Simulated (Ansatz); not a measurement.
# Mg (P6_3/mmc, 2 atoms in the cell): zone-centre modes under pressure, part 2 of 2

Aim: how do the optical modes of Mg (P6_3/mmc, 2 atoms in the cell) move with volume?

Ansatz 0.2.0; DFT LDA, scalar-relativistic, plane waves, PAW; PAW set soft_1.

So far. Step 3 (Tight relaxation): The forces vanish by symmetry and the pressure is -0.001 GPa, within the tolerances set. The cell now holds 21.60 Å³/atom.

### Step 4. Modes at rest

Phonons follow from the second derivative of the energy, found here by linear response.

The modes at rest are the reference of the series.

input.yaml

```yaml
crystal:
  lattice:
    - [3.1486847676, 0.0, 0.0]
    - [-1.5743423838, 2.7268409972, 0.0]
    - [0.0, 0.0, 5.0315838005]
  atoms:
    - { symbol: Mg, position: [0.3333333333, 0.6666666667, 0.25] }
    - { symbol: Mg, position: [0.6666666667, 0.3333333333, 0.75] }
kpoints:
  mp_grid: { grid: [15, 15, 8] }
hamiltonian:
  xc: lda
  pseudopotentials: { kind: paw, azcp: { folder: soft_1 }, xc_functional: pbe }
scf:
  occupations: { method: methfessel_paxton, width: 0.2 }
output:
  eigenvalues: true
phonons:
  method: dfpt
```

The run is started by

```bash
ansatz run input.yaml --threads 4 --pin off --max-ram 10240MiB --backend cpu --events-out ev --progress --plain --runs-dir out
```

Numbers of over 12 decimals in the logs are rounded to 6 here.

The log of the run:

```text
zone centre: on kpoints.mp_grid the ground state, and the responses unless they are solved on pairs of k-points, stand on 320 of the mesh's 1800 k-points, reduced under 4 symmetry operations, with k and −k counted as one. Each operation leaves every solved displacement unchanged or reverses it
[...]
Crystal: 2 atoms, lattice volume = 43.201 Å³
Basis set: ecut = 420 eV, 845 PW (Γ), exchange–correlation on 48×48×72 points (8 copies of the dense FFT grid, shifted against one another)
Bands: 14, of which v1, the nominal top of the filled ones, is band 10 counted from 1 (9 counted from 0)
Symmetry: 24 space group operations
k-points: 320 of 1800 (irreducible under 4 space group operations, time reversal used)
[...]
SCF iter   1: F=—  HF=-3803.257955 eV  |F-HF|=—  |Δ(HF+E_count)|=         —  Δρ=1.50e-2  dr2=1.08e-1  ethr=3.10e-3  ⟨swp⟩=5.0  Hψ=22559  notcnv=0
[...]
SCF iter   7: F=-3803.208489 eV  HF=-3803.208489 eV  |F-HF|=2.27e-12  |Δ(HF+E_count)|=  1.82e-12  S|Δr|=    0.00e0  Δρ=4.73e-9  dr2=9.30e-15  ethr=1.00e-12  ⟨swp⟩=6.0  Hψ=21124  notcnv=0
SCF 1 converged in 7 iterations: F = -3803.208489 eV  dr2 = 9.30e-15
[...]
DFPT response loops at Γ: preconditioner auto → Kerker (q_TF=auto, 2.400 Å⁻¹) (partly filled bands, converged f_vac=0.000); β = 1.00, the filter's whole step (`scf.mixing.beta` (0.50) is not read by the response loops under this deck's `scf.mixing.preconditioner`; to damp them name `kerker` or `kerker_dos`, under which they read `scf.mixing.beta`, and type it under 1.00, their step now; both keys bind the ground state too); Broyden in place of MSR1
SCF converged after 7 iterations
[...]
Free energy (F): -3803.208489 eV
[...]
Internal energy: -3803.206762 eV  (E = F + TS)
E sigma→0 (E₀):  -3803.208057 eV
Entropy (-TS):   -0.001727 eV (-0.864 meV/atom)
Fermi energy:    5.916512 eV
[...]
--- Band table (eV; the first three rows and the last of 320) ---
  k-point 0: bands = [... 6 lower, -36.7402, -36.7402, -1.2586, 4.2664, 4.8013, 16.9878, 16.9878, 17.1161]
  k-point 1: bands = [... 6 lower, -36.7405, -36.7405, -1.1653, 3.1831, 6.0424, 17.0597, 17.0597, 17.1763]
  k-point 2: bands = [... 6 lower, -36.7412, -36.7412, -0.8858, 2.0329, 7.6661, 15.4988, 17.2667, 17.2667]
  k-point 319: bands = [... 6 lower, -36.7484, -36.7484, 3.4342, 3.4342, 8.4232, 8.4232, 9.9333, 9.9333]
--- Phonons (Γ-DFPT): 2 representative perturbations + reference, on 320 of 1800 k-points (Σ response iterations 6) ---
  k mesh reduced under 4 symmetry operations, with k and −k counted as one. Each operation leaves every solved displacement unchanged or reverses it
  ASR residual: 2.705e-6 → 0.000e0 eV/Å²; symmetrization residual: 5.612e-13 eV/Å²
  ASR residual per site (eV/Å²): 2.71e-6 2.71e-6
  Γ frequencies (cm⁻¹): 0.00 0.00 0.00 133.13 133.13 260.89
  non-analytic LO–TO correction: not included (Born effective charges unavailable; polar crystals: no LO–TO splitting at Γ)
```

The job ended after 10 s (4 threads of Arm Neoverse V1, shared host; peak memory 0.68 GiB).

This step gave:

| Property | Result |
| --- | --- |
| sum-rule residual before enforcement | 2.71e-6 eV/Å² |
| point group | 6/mmm |
| highest optical mode at the zone centre (no LO-TO term) | 260.9 cm⁻¹ |
| lowest optical zone-centre mode | 133.1 cm⁻¹ |

Patterns of degenerate modes are one choice out of their space. Modes at Γ:

| mode | frequency (cm⁻¹) | symmetry |
| --- | --- | --- |
| 1 | 0.0 | acoustic |
| 2 | 0.0 | acoustic |
| 3 | 0.0 | acoustic |
| 4 | 133.1 | E2g |
| 5 | 133.1 | E2g |
| 6 | 260.9 | B1g |

Displacements in mode 4 (133.1 cm⁻¹), the largest set to 1:
```
Mg1  1.00  0.00  0.00
Mg2 -1.00  0.00  0.00
```

Displacements in mode 6 (260.9 cm⁻¹), the largest set to 1:
```
Mg1  0.00  0.00  1.00
Mg2  0.00  0.00 -1.00
```

Before it was imposed, the acoustic sum rule was missed by 2.7e-6 eV/Å². Small misses are needed for a sound result but don't prove that mesh and cutoff are converged. The lowest optical mode is real, 133 cm⁻¹.

### Step 5. Relaxation of a member: 1.06 times the volume at rest

The cell is set to 1.06 times the volume at rest, and shape and atoms relax at that volume.

input.yaml, the sections that differ from step 4:

```yaml
crystal:
  lattice:
    - [3.2114134215, 0.0, 0.0]
    - [-1.6057067108, 2.781165605, 0.0]
    - [0.0, 0.0, 5.1271556937]
  atoms:
    - { symbol: Mg, position: [0.3333333333, 0.6666666667, 0.25] }
    - { symbol: Mg, position: [0.6666666667, 0.3333333333, 0.75] }
output:
  forces: true
  stress: true
  eigenvalues: true
relax:
  adjacent_minimum: "off"
  f_tol: 0.001
  max_steps: 60
  cell: { stress_tol: 0.01, fix: [volume] }
# kpoints, hamiltonian, scf: as in step 4
# phonons: removed
```

The log of the run:

```text
[...]
Crystal: 2 atoms, lattice volume = 45.793 Å³
Basis set: ecut = 420 eV, 905 PW (Γ)
Bands: 14, of which v1, the nominal top of the filled ones, is band 10 counted from 1 (9 counted from 0)
Symmetry: 24 space group operations
[...]
k-points: 135 of 1800
[...]
k-point 134: bands = [... 6 lower, -37.3168, -37.3168, 5.6140, 5.6140, 6.1275, 6.1275, 6.8501, 6.8501]
--- Relaxed structure (2 steps of the walk, 2 accepted, 1 SCFs on fresh bases) ---
[...]
cell:  # Å, volume = 45.7931 Å³
    - [3.211695, 2.8869962798470608e-11, 0]
    - [-1.605847, 2.781409, 0]
    - [0, 0, 5.126257]
  atoms:
    - { symbol: Mg, position: [0.333333, 0.666667, 0.25] }
    - { symbol: Mg, position: [0.666667, 0.333333, 0.75] }
[key lines of the parts left out:]
SCF converged after 4 iterations
Free energy (F): -3803.191051 eV
Fermi energy:    5.430135 eV
P = ⅓ Tr σ = -2.0500 GPa (-20.500 kbar)
```

Run time: 3.2 s. Hardware: 4 threads; peak memory 0.36 GiB; 12 s of CPU time.

Little changed from the start: no atom moved by 0.005 Å and no cell edge by 0.1 %.

Numbers from this step:

| Item | Value |
| --- | --- |
| pressure | -2.050 GPa |
| volume per atom | 22.90 Å³ |

The forces vanish by symmetry, at a pressure of -2.05 GPa.

### Step 6. Zone-centre modes of the member: 1.06 times the volume at rest

The zone-centre modes follow for 1.06 times the volume at rest.

input.yaml, the sections that differ from step 5:

```yaml
crystal:
  lattice:
    - [3.2116948458, 0.0, 0.0]
    - [-1.6058474229, 2.7814093257, 0.0]
    - [0.0, 0.0, 5.1262572003]
  atoms:
    - { symbol: Mg, position: [0.3333333333, 0.6666666667, 0.25] }
    - { symbol: Mg, position: [0.6666666667, 0.3333333333, 0.75] }
output:
  eigenvalues: true
phonons:
  method: dfpt
# kpoints, hamiltonian, scf: as in step 5
# relax: removed
```

The log of the run:

```text
[...]
Crystal: 2 atoms, lattice volume = 45.793 Å³
Basis set: ecut = 420 eV, 905 PW (Γ), exchange–correlation on 48×48×72 points (8 copies of the dense FFT grid, shifted against one another)
Bands: 14, of which v1, the nominal top of the filled ones, is band 10 counted from 1 (9 counted from 0)
Symmetry: 24 space group operations
k-points: 320 of 1800 (irreducible under 4 space group operations, time reversal used)
[...]
SCF iter   1: F=—  HF=-3803.238119 eV  |F-HF|=—  |Δ(HF+E_count)|=         —  Δρ=1.44e-2  dr2=1.09e-1  ethr=3.10e-3  ⟨swp⟩=5.0  Hψ=22522  notcnv=0
[...]
SCF iter   6: F=-3803.191052 eV  HF=-3803.191052 eV  |F-HF|=5.00e-12  |Δ(HF+E_count)|=   8.28e-9  S|Δr|=    0.00e0  Δρ=1.51e-7  dr2=5.70e-12  ethr=1.00e-12  ⟨swp⟩=6.0  Hψ=26813  notcnv=0
SCF 1 converged in 6 iterations: F = -3803.191052 eV  dr2 = 5.70e-12
[...]
SCF converged after 6 iterations
[...]
Free energy (F): -3803.191052 eV
[...]
Internal energy: -3803.189000 eV  (E = F + TS)
E sigma→0 (E₀):  -3803.190539 eV
Entropy (-TS):   -0.002052 eV (-1.026 meV/atom)
Fermi energy:    5.430135 eV
[...]
--- Band table (eV; the first three rows and the last of 320) ---
  k-point 0: bands = [... 6 lower, -37.3105, -37.3105, -1.4900, 3.8789, 4.3201, 16.1590, 16.1590, 16.1621]
  k-point 1: bands = [... 6 lower, -37.3108, -37.3108, -1.4001, 2.8001, 5.5527, 16.2251, 16.2251, 16.2312]
  k-point 2: bands = [... 6 lower, -37.3114, -37.3114, -1.1310, 1.6856, 7.1282, 14.7257, 16.4096, 16.4096]
  k-point 319: bands = [... 6 lower, -37.3171, -37.3171, 3.0343, 3.0343, 7.8649, 7.8649, 9.2720, 9.2720]
[...]
ASR residual: 1.997e-4 → 0.000e0 eV/Å²; symmetrization residual: 3.449e-13 eV/Å²
  ASR residual per site (eV/Å²): 2.00e-4 2.00e-4
  Γ frequencies (cm⁻¹): 0.00 0.00 0.00 123.88 123.88 235.04
[...]
```

Wall time 11 s (4 threads); peak memory 0.7 GiB.

This step gave:

| Item | Value |
| --- | --- |
| sum-rule residual before enforcement | 2.00e-4 eV/Å² |
| highest optical mode at the zone centre (no LO-TO term) | 235.0 cm⁻¹ |
| lowest optical zone-centre mode | 123.9 cm⁻¹ |

Patterns of degenerate modes are one choice out of their space. Modes at Γ:

| mode | frequency (cm⁻¹) | symmetry |
| --- | --- | --- |
| 1 | 0.0 | acoustic |
| 2 | 0.0 | acoustic |
| 3 | 0.0 | acoustic |
| 4 | 123.9 | E2g |
| 5 | 123.9 | E2g |
| 6 | 235.0 | B1g |

The lowest optical mode is real, 124 cm⁻¹, and the highest lies at 235.0 cm⁻¹.

Between step 4 and this run (volume ratio 1.06) the value for the highest optical mode at the zone centre (no LO-TO term) moves from 261 cm⁻¹ to 235 cm⁻¹ (-10 %).

### Step 7. A member of the series: 0.9 times the volume at rest

The cell is set to 0.9 times the volume at rest, and shape and atoms relax at that volume.

input.yaml, the sections that differ from step 6:

```yaml
crystal:
  lattice:
    - [3.0386313475, 0.0, 0.0]
    - [-1.5193156738, 2.6315319397, 0.0]
    - [0.0, 0.0, 4.8623874106]
  atoms:
    - { symbol: Mg, position: [0.3333333333, 0.6666666667, 0.25] }
    - { symbol: Mg, position: [0.6666666667, 0.3333333333, 0.75] }
output:
  forces: true
  stress: true
  eigenvalues: true
relax:
  adjacent_minimum: "off"
  f_tol: 0.001
  max_steps: 60
  cell: { stress_tol: 0.01, fix: [volume] }
# kpoints, hamiltonian, scf: as in step 6
# phonons: removed
```

The log of the run:

```text
[...]
Crystal: 2 atoms, lattice volume = 38.881 Å³
Basis set: ecut = 420 eV, 761 PW (Γ)
Bands: 14, of which v1, the nominal top of the filled ones, is band 10 counted from 1 (9 counted from 0)
Symmetry: 24 space group operations
[...]
k-points: 135 of 1800
[...]
k-point 134: bands = [... 6 lower, -35.6607, -35.6607, 7.0065, 7.0065, 7.4719, 7.4719, 8.7487, 8.7487]
--- Relaxed structure (2 steps of the walk, 2 accepted, 1 SCFs on fresh bases) ---
[...]
cell:  # Å, volume = 38.8809 Å³
    - [3.038305, 2.8864453582441592e-11, 0]
    - [-1.519152, 2.631249, 0]
    - [0, 0, 4.863433]
  atoms:
    - { symbol: Mg, position: [0.333333, 0.666667, 0.250000] }
    - { symbol: Mg, position: [0.666667, 0.333333, 0.750000] }
[key lines of the parts left out:]
SCF converged after 6 iterations
Free energy (F): -3803.144804 eV
Fermi energy:    6.862547 eV
P = ⅓ Tr σ = 5.1610 GPa (51.610 kbar)
```

It took 3.3 s on 4 threads; peak memory 0.35 GiB.

Little changed from the start: no atom moved by 0.005 Å and no cell edge by 0.1 %.

This step gave:

| Quantity | Value |
| --- | --- |
| pressure | 5.161 GPa |
| volume per atom | 19.44 Å³ |

The forces vanish by symmetry, at a pressure of 5.16 GPa.

### Step 8. Modes of this member: 0.9 times the volume at rest

The zone-centre modes follow for 0.9 times the volume at rest.

input.yaml, the sections that differ from step 7:

```yaml
crystal:
  lattice:
    - [3.0383045946, 0.0, 0.0]
    - [-1.5191522973, 2.6312489633, 0.0]
    - [0.0, 0.0, 4.8634333129]
  atoms:
    - { symbol: Mg, position: [0.3333333333, 0.6666666667, 0.25] }
    - { symbol: Mg, position: [0.6666666667, 0.3333333333, 0.75] }
output:
  eigenvalues: true
phonons:
  method: dfpt
# kpoints, hamiltonian, scf: as in step 7
# relax: removed
```

The log of the run:

```text
[...]
Crystal: 2 atoms, lattice volume = 38.881 Å³
Basis set: ecut = 420 eV, 761 PW (Γ), exchange–correlation on 48×48×72 points (8 copies of the dense FFT grid, shifted against one another)
Bands: 14, of which v1, the nominal top of the filled ones, is band 10 counted from 1 (9 counted from 0)
Symmetry: 24 space group operations
k-points: 320 of 1800 (irreducible under 4 space group operations, time reversal used)
[...]
k-point 1: bands = [... 6 lower, -35.6497, -35.6497, -0.6926, 3.9370, 7.0007, 18.6370, 18.6370, 18.9479]
  k-point 2: bands = [... 6 lower, -35.6508, -35.6508, -0.3932, 2.7200, 8.7135, 16.9840, 18.8382, 18.8382]
  k-point 319: bands = [... 6 lower, -35.6614, -35.6614, 4.2181, 4.2181, 9.4961, 9.4961, 11.2126, 11.2126]
[...]
ASR residual: 1.367e-4 → 0.000e0 eV/Å²; symmetrization residual: 5.673e-13 eV/Å²
  ASR residual per site (eV/Å²): 1.37e-4 1.37e-4
  Γ frequencies (cm⁻¹): 0.00 0.00 0.00 149.72 149.72 309.74
[...]
[key lines of the parts left out:]
SCF converged after 7 iterations
Free energy (F): -3803.144804 eV
Fermi energy:    6.862547 eV
```

It took 10 s on 4 threads; peak memory 0.64 GiB; 39 s of CPU time.

This step gave:

- sum-rule residual before enforcement: 1.37e-4 eV/Å²
- highest optical mode at the zone centre (no LO-TO term): 309.7 cm⁻¹
- lowest optical zone-centre mode: 149.7 cm⁻¹

Patterns of degenerate modes are one choice out of their space. Modes at Γ:

| mode | frequency (cm⁻¹) | symmetry |
| --- | --- | --- |
| 1 | 0.0 | acoustic |
| 2 | 0.0 | acoustic |
| 3 | 0.0 | acoustic |
| 4 | 149.7 | E2g |
| 5 | 149.7 | E2g |
| 6 | 309.7 | B1g |

The lowest optical mode is real, 150 cm⁻¹, and the highest lies at 309.7 cm⁻¹.

For the highest optical mode at the zone centre (no LO-TO term), step 4 gave 261 cm⁻¹; this run, with volume ratio 0.9, gives 310 cm⁻¹ (+19 %).

### Step 9. The series together

The members are set side by side, also those not shown above.

Each row is one cell with its response, relaxed at fixed volume as far as symmetry leaves anything free; energies are extrapolated to zero smearing, and E0 is that at rest; shape and atoms are relaxed in each cell where symmetry leaves them free; all runs use 15×15×8 k points and Methfessel-Paxton smearing of 0.2 eV. State of the crystal along the series:

| volume ratio | V (Å³/atom) | pressure (GPa) | E - E0 (meV/atom) | first cell vector (Å) | third cell vector (Å) |
| --- | --- | --- | --- | --- | --- |
| 0.9 | 19.44 | 5.161 | 31.74 | 3.038 | 4.863 |
| 0.92 | 19.87 | 3.908 | 19.56 | 3.061 | 4.898 |
| 0.94 | 20.3 | 2.777 | 10.6 | 3.083 | 4.932 |
| 0.96 | 20.74 | 1.756 | 4.533 | 3.106 | 4.966 |
| 0.98 | 21.17 | 0.8327 | 1.084 | 3.127 | 4.999 |
| 0.99 | 21.38 | 0.4051 | 0.2617 | 3.138 | 5.016 |
| 1 | 21.6 | -0.001299 | 0 | 3.149 | 5.032 |
| 1.02 | 22.03 | -0.7549 | 1.052 | 3.17 | 5.064 |
| 1.04 | 22.46 | -1.435 | 4.036 | 3.191 | 5.095 |
| 1.06 | 22.9 | -2.05 | 8.759 | 3.212 | 5.126 |

Each mode is tracked from rest by its pattern, and modes that stay within 0.3 cm⁻¹ of each other stand once; shape and atoms are relaxed in each cell where symmetry leaves them free; all runs use 15×15×8 k points and Methfessel-Paxton smearing of 0.2 eV. Optical modes along the series:

| V (Å³/atom) | mode 4 E2g (cm⁻¹) | mode 6 B1g (cm⁻¹) |
| --- | --- | --- |
| 19.44 | 149.7 | 309.7 |
| 19.87 | 146.3 | 299.3 |
| 20.3 | 142.9 | 289.2 |
| 20.74 | 139.6 | 279.5 |
| 21.17 | 136.3 | 270.1 |
| 21.38 | 134.7 | 265.4 |
| 21.6 | 133.1 | 260.9 |
| 22.03 | 130 | 252 |
| 22.46 | 126.9 | 243.5 |
| 22.9 | 123.9 | 235 |

From cubic fits (parabolas where under five rows exist) of ln ω and P against ln V through the rows within about 4 % of rest: γ = −d ln ω / d ln V and dω/dP = γ ω / B. Slopes at rest:

| mode | fitted frequency at rest (cm⁻¹) | Grüneisen parameter γ | dω/dP (cm⁻¹/GPa) |
| --- | --- | --- | --- |
| mode 4 E2g | 133.1 | 1.2 | 4.04 |
| mode 6 B1g | 260.9 | 1.74 | 11.44 |

### Step 10. Outcome

| Property | Result |
| --- | --- |
| members | 10 |
| highest optical mode at the zone centre (no LO-TO term), at rest | 260.9 cm⁻¹ |
| bulk modulus at rest | 39.6 GPa |
| mode 4 E2g, γ | 1.20 |
| mode 6 B1g, γ | 1.74 |

**Reading.** The series spans -2.0 to 5.2 GPa, and the slope at rest gives a bulk modulus of 40 GPa. Among the modes in the table of slopes γ runs from 1.20 (mode 4 E2g) to 1.74 (mode 6 B1g). One k mesh and one cutoff serve the ground states and modes of all volumes. These are harmonic frequencies at zero temperature: anharmonic shifts, linewidths and thermal expansion are left out. With no gap, or one that is small against the smearing, the frequencies hang on the k mesh and the smearing, most of all near Kohn anomalies. The PAW files were made for PBE; the program adapts parts of them to the functional of the run, but their partial waves stay those of PBE, an approximation that was not tested in this session. Only the zone centre was solved, so an instability at another wavevector cannot show here.

[Logs are printed without paths, hosts, clocks, repeated set-up lines and the standing remarks that a program may print on its own settings, such as how far it seeks lower states.]

[Hosts, paths, dates, database ids (printed as entryN), source tags and the programs' standing remarks are cut or masked in the printed files.]
